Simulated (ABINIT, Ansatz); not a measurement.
# Converging GW for PbO (P4/nmm) in ABINIT

Aim: raise bands and screening cutoff together for PbO (P4/nmm) and follow gap and time.

Calculated with ABINIT 10.8.3; PBE and many-body steps on it, plane waves.

Report form: the programs' logs are mostly left out.

The database entry behind the starting cell differs from later determinations by our own check (c about 1 % long), so it need not match the best structure at ambient conditions.

## Step 1: The structure

It takes space group P4/nmm (No. 129, tetragonal). The conventional cell has a = 3.975 Å, b = 3.975 Å, c = 5.023 Å, α = 90.00°, β = 90.00°, γ = 90.00°. Nearest to Pb lie 4 O at 2.32 Å. Nearest to O lie 4 Pb at 2.32 Å. Farther neighbours and most contacts between anions are not listed.

The cell and positions come from the Crystallography Open Database and are kept as given unless a step says otherwise. Spin-orbit coupling is left out unless a step names it.

## Step 2: Empty states on the mesh, 4×4×4 mesh, 290 bands

This step: ABINIT 10.8.3; DFT, PBE, plane waves, norm-conserving pseudopotentials.

The sums over transitions need many empty states on a uniform mesh; this step solves for them.

run.abi reads:

```
acell 3*1.0 Angstrom
rprim 
  3.974800000000 0.000000000000 0.000000000000
  0.000000000000 3.974800000000 0.000000000000
  0.000000000000 0.000000000000 5.022700000000
ntypat 2
znucl 82 8
natom 4
typat 1 1 2 2
xred 
  0.000000000000 0.500000000000 0.238514000000
  0.500000000000 0.000000000000 0.761486000000
  0.000000000000 0.000000000000 0.000000000000
  0.500000000000 0.500000000000 0.000000000000
pp_dirpath "pseudos"
pseudos "Pb.upf, O.upf"
ecut 42
ngkpt 4 4 4
nshiftk 1
shiftk 0 0 0
kptopt 1
chksymbreak 0
iscf -2
irdden 1
istwfk *1
nband 290
nbdbuf 26
tolwfr 1e-09
nstep 60
prtvol 0
indata_prefix "in"
outdata_prefix "out"
tmpdata_prefix "tmp"
```

The run is started by

```
> OMP_NUM_THREADS=1 mpirun -n 8 abinit run.abi > log
```

It took 3.9 min on 8 MPI ranks of Intel Xeon 6975P-C (Granite Rapids), shared host; peak memory 1.4 GiB.

This step gave:

```yaml
gap: 1.175 eV
k_of_the_valence_top: 0, 0, 0
k_of_the_conduction_bottom: 0.5, 0.5, 0
least_direct_gap: 2.178 eV
k_points_computed: 18
lowest_point_of_the_top_converged_band_above_the_valence_top: 108.1854 eV
```

On this mesh the gap is 1.175 eV.

The density comes from a self-consistent run that is not shown.

## Step 3: Screening, 4×4×4 mesh, 57 bands, screening to 76.2 eV

The RPA dielectric matrix is built and inverted for each q.

This step: RPA screening on PBE, plane waves, norm-conserving pseudopotentials.

Changes to run.abi since step 2:

```diff
@@ -22,10 +22,11 @@
 chksymbreak 0
-iscf -2
-irdden 1
 istwfk *1
-nband 290
-nbdbuf 26
-tolwfr 1e-09
-nstep 60
-prtvol 0
+occopt 1
+irdwfk 1
+optdriver 3
+nband 57
+ecuteps 2.8
+inclvkb 2
+awtr 1
+symchi 1
 indata_prefix "in"
```

The job ended after 37 s (8 MPI ranks; peak memory 3.4 GiB; 4.8 min of CPU time).

Numbers from this step:

| Quantity | Value |
| --- | --- |
| ε∞ with local fields, on this mesh, along the program's q direction | 6.266 |
| the same without local fields | 6.957 |
| plasma frequency | 31.19 eV |
| plane waves in the screening matrix | 127 |

Local fields lower ε∞ by 10 %. On a Γ-centred mesh this coarse the value itself is usually too large, while a short band sum pulls it down.

## Step 4: 57 bands, 76.2 eV

The self-energy is evaluated for the states that the input lists, and the levels follow from it, in one-shot runs by the linearised quasiparticle equation.

This step: G0W0 on PBE, plane waves, norm-conserving pseudopotentials.

Changes to run.abi since step 3:

```diff
@@ -25,8 +25,17 @@
 irdwfk 1
-optdriver 3
+optdriver 4
 nband 57
+gwcalctyp 0
+ecutsigx 42
+symsigma 1
+nkptgw 2
+kptgw 
+  0.0000000000 0.0000000000 0.0000000000
+  0.5000000000 0.5000000000 0.0000000000
+bdgw 
+  26 30
+  27 30
 ecuteps 2.8
-inclvkb 2
-awtr 1
-symchi 1
+irdscr 1
+ppmodel 1
 indata_prefix "in"
```

It took 4.8 s on 8 MPI ranks; peak memory 2.6 GiB.

Numbers from this step:

| Item | Value |
| --- | --- |
| G0W0 gap on the points computed | 1.268 eV |
| starting gap on the mesh | 1.175 eV |
| k of the valence top | 0, 0, 0 |
| k of the conduction bottom | 0.5, 0.5, 0 |
| Z at the valence top | 0.785 |
| Z at the conduction bottom | 0.835 |
| least direct G0W0 gap on the computed points | 2.257 eV |

The gap on the mesh goes from 1.17 eV to 1.27 eV, a correction of +0.09 eV.

## Step 5: Screening, 4×4×4 mesh, 124 bands, screening to 141.5 eV

This step: RPA screening on PBE, plane waves, norm-conserving pseudopotentials.

Changes to run.abi since step 4:

```diff
@@ -25,17 +25,8 @@
 irdwfk 1
-optdriver 4
-nband 57
-gwcalctyp 0
-ecutsigx 42
-symsigma 1
-nkptgw 2
-kptgw 
-  0.0000000000 0.0000000000 0.0000000000
-  0.5000000000 0.5000000000 0.0000000000
-bdgw 
-  26 30
-  27 30
-ecuteps 2.8
-irdscr 1
-ppmodel 1
+optdriver 3
+nband 124
+ecuteps 5.2
+inclvkb 2
+awtr 1
+symchi 1
 indata_prefix "in"
```

It took 2.6 min on 8 MPI ranks; peak memory 4.7 GiB.

Numbers from this step:

```
ε∞ with local fields, on this mesh, along the program's q direction : 6.239
the same without local fields                                       : 7.113
plasma frequency                                                    : 31.19 eV
plane waves in the screening matrix                                 : 293
```

## Step 6: 124 bands, 141.5 eV

This step: G0W0 on PBE, plane waves, norm-conserving pseudopotentials.

Changes to run.abi since step 5:

```diff
@@ -25,8 +25,17 @@
 irdwfk 1
-optdriver 3
+optdriver 4
 nband 124
+gwcalctyp 0
+ecutsigx 42
+symsigma 1
+nkptgw 2
+kptgw 
+  0.0000000000 0.0000000000 0.0000000000
+  0.5000000000 0.5000000000 0.0000000000
+bdgw 
+  26 30
+  27 30
 ecuteps 5.2
-inclvkb 2
-awtr 1
-symchi 1
+irdscr 1
+ppmodel 1
 indata_prefix "in"
```

Wall time 13 s (8 MPI ranks); peak memory 3.2 GiB; 1.7 min of CPU time.

This step gave:

```
G0W0 gap on the points computed              : 1.282 eV
starting gap on the mesh                     : 1.175 eV
k of the valence top                         : 0, 0, 0
k of the conduction bottom                   : 0.5, 0.5, 0
Z at the valence top                         : 0.792
Z at the conduction bottom                   : 0.839
least direct G0W0 gap on the computed points : 2.154 eV
```

Against G0W0 in ABINIT (4×4×4 mesh, 57 bands, screening to 76.2 eV, Godby-Needs plasmon pole), the gap moves by +0.014 eV.

## Step 7: Screening, 4×4×4 mesh, 264 bands, screening to 217.7 eV

This step: RPA screening on PBE, plane waves, norm-conserving pseudopotentials.

Changes to run.abi since step 6:

```diff
@@ -25,17 +25,8 @@
 irdwfk 1
-optdriver 4
-nband 124
-gwcalctyp 0
-ecutsigx 42
-symsigma 1
-nkptgw 2
-kptgw 
-  0.0000000000 0.0000000000 0.0000000000
-  0.5000000000 0.5000000000 0.0000000000
-bdgw 
-  26 30
-  27 30
-ecuteps 5.2
-irdscr 1
-ppmodel 1
+optdriver 3
+nband 264
+ecuteps 8
+inclvkb 2
+awtr 1
+symchi 1
 indata_prefix "in"
```

It took 10 min on 8 MPI ranks; peak memory 7.2 GiB.

Numbers from this step:

```yaml
eps_infinity_with_local_fields_on_this_mesh_along_the_program_s_q_direction: 6.210
the_same_without_local_fields: 7.128
plasma_frequency: 31.19 eV
plane_waves_in_the_screening_matrix: 577
```

## Step 8: 264 bands, 217.7 eV

This step: G0W0 on PBE, plane waves, norm-conserving pseudopotentials.

Changes to run.abi since step 7:

```diff
@@ -25,8 +25,17 @@
 irdwfk 1
-optdriver 3
+optdriver 4
 nband 264
+gwcalctyp 0
+ecutsigx 42
+symsigma 1
+nkptgw 2
+kptgw 
+  0.0000000000 0.0000000000 0.0000000000
+  0.5000000000 0.5000000000 0.0000000000
+bdgw 
+  26 30
+  27 30
 ecuteps 8
-inclvkb 2
-awtr 1
-symchi 1
+irdscr 1
+ppmodel 1
 indata_prefix "in"
```

Wall time 64 s (8 MPI ranks); peak memory 7.2 GiB; 8.4 min of CPU time.

Numbers from this step:

```
G0W0 gap on the points computed              : 1.397 eV
starting gap on the mesh                     : 1.175 eV
k of the valence top                         : 0, 0, 0
k of the conduction bottom                   : 0.5, 0.5, 0
least direct G0W0 gap on the computed points : 2.275 eV
```

Against G0W0 in ABINIT (4×4×4 mesh, 124 bands, screening to 141.5 eV, Godby-Needs plasmon pole), the gap moves by +0.115 eV.

## Step 9: The runs together

Times are wall times on 8 MPI ranks of Intel Xeon 6975P-C (Granite Rapids), shared host, good to a factor of about two. A run's time includes the screening step that it read.

```csv
run,mesh,bands,screening cutoff (eV),DFT gap (eV),gap on the mesh (eV),direct (eV),ε∞ used,time
"57 bands, 76.2 eV",4×4×4,57,76.2,1.175,1.268,2.257,6.27,41 s
"124 bands, 141.5 eV",4×4×4,124,141.5,1.175,1.282,2.154,6.24,2.8 min
"264 bands, 217.7 eV",4×4×4,264,217.7,1.175,1.397,2.275,6.21,11 min
```

## Step 10: What came out

```json
{"57 bands, 76.2 eV": "1.268 eV", "124 bands, 141.5 eV": "1.282 eV", "264 bands, 217.7 eV": "1.397 eV", "known limits": "not at the basis limit; no spin-orbit coupling; coarse k mesh"}
```

From the first rung to the last the gap moves by +0.13 eV for 16 times the time. The steps are not yet shrinking, so no limit is drawn. In the first G0W0 run levels were corrected at 2 k points alone, so a gap called «on the mesh» is the least over those, and an edge elsewhere would be missed. The 4×4×4 mesh is coarse for this cell, which bears on the long-range parts of exchange and screening. Where an edge is built on 6p states of lead, bismuth or thallium, scalar-relativistic gaps usually stand too wide, by a few tenths to over one eV. The many-body steps are scalar-relativistic: spin-orbit coupling is not in them.

[Paths, hosts, dates, memory and timing lines, banners, echoed tables and standing remarks are left out of the program output.]

[Logs are printed without paths, hosts, clocks, repeated set-up lines and the standing remarks that a program may print on its own settings, such as how far it seeks lower states.]

[Runs of the session that timed out or met a known fault of the program may be left out.]

[No measured gap is set beside runs whose start may be inverted or whose files or cutoffs have a known fault.]

[Hosts, paths, dates, database ids (printed as entryN), source tags and the programs' standing remarks are cut or masked in the printed files.]

[G0W0 gaps are taken among the corrected bands and points alone; a level outside them can change the order at an edge.]

[Where Ansatz stands beside ABINIT at settings called matched, ABINIT's density can come from a denser mesh and the files from another edition; pairs whose starting gaps differed by over 0.03 eV were left out, so agreement reads better than it is.]
